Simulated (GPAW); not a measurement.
## TiO2 (P4_2/mnm): refractive index against wavelength

The refractive index of TiO2 (P4_2/mnm) along x below the direct gap (1.80 eV on the mesh) is read from one computed spectrum, n = √(Re ε). x, y and z are the Cartesian axes of the input cell.

Cell: a, b, c = 4.592, 4.592, 2.957 Å (primitive vectors), 6 atoms.

Method: GPAW 26.7.0, LDA, RPA, k-mesh 7×7×10, local fields up to 50 eV, Lorentzian half width 0.15 eV.

Launch of the response step: `OMP_NUM_THREADS=1 python df.py`. The run took 7.0 min, its band step included, on 1 thread of Arm Neoverse V1 (shared host).

| wavelength (nm) | photon energy E (eV) | n |
| --- | --- | --- |
| 3000 | 0.413 | 2.6221 |
| 2000 | 0.620 | 2.6348 |
| 1550 | 0.800 | ? |
| 1310 | 0.946 | 2.6670 |
| 1064 | 1.165 | 2.6984 |

In the single-oscillator model n² − 1 = E₀E_d/(E₀² − E²), so 1/(n² − 1) = E₀/E_d − E²/(E₀E_d) is linear in E².

Working, on the rows shown:

| x = E² (eV²) | y = 1/(n² − 1) |
| --- | --- |
| 0.170801 | 0.170201 |
| 0.384302 | 0.168289 |
| 0.895757 | 0.163589 |
| 1.35784 | 0.159201 |

Means: x̄ = 0.70218, ȳ = 0.16532. Σ(x − x̄)(y − ȳ) = -0.007884, Σ(x − x̄)² = 0.8508. Slope = -0.007884 / 0.8508 = -0.009267; intercept = ȳ − slope · x̄ = 0.17183. Turned back into n, the line misses the rows shown by at most 0.00044.

Predict the last column of the withheld row from the fit.

At x = 0.63984 the line gives y = 0.1659, that is 2.6510. The run gave 2.6506, so the interpolation is off by 0.0004, 0.5 % of the range in the table.

Refitted with all rows, the slope is -0.009271 and the intercept 0.17184. These give E₀ = √(intercept/−slope) = 4.31 eV and E_d = E₀/intercept = 25.1 eV; E₀ is 2.4 times the direct gap. The electronic limit at long wavelengths, without lattice vibrations, is n = √(1 + 1/intercept) = 2.611. Excitons are left out; LDA gaps are as a rule too small. The values come from a sum over the points of one k-mesh and carry its error, which grows as the direct gap shrinks. This version of GPAW has incomplete matrix elements in the optical limit, which can lower ε − 1 by up to a tenth where first-row anions or d states rule.
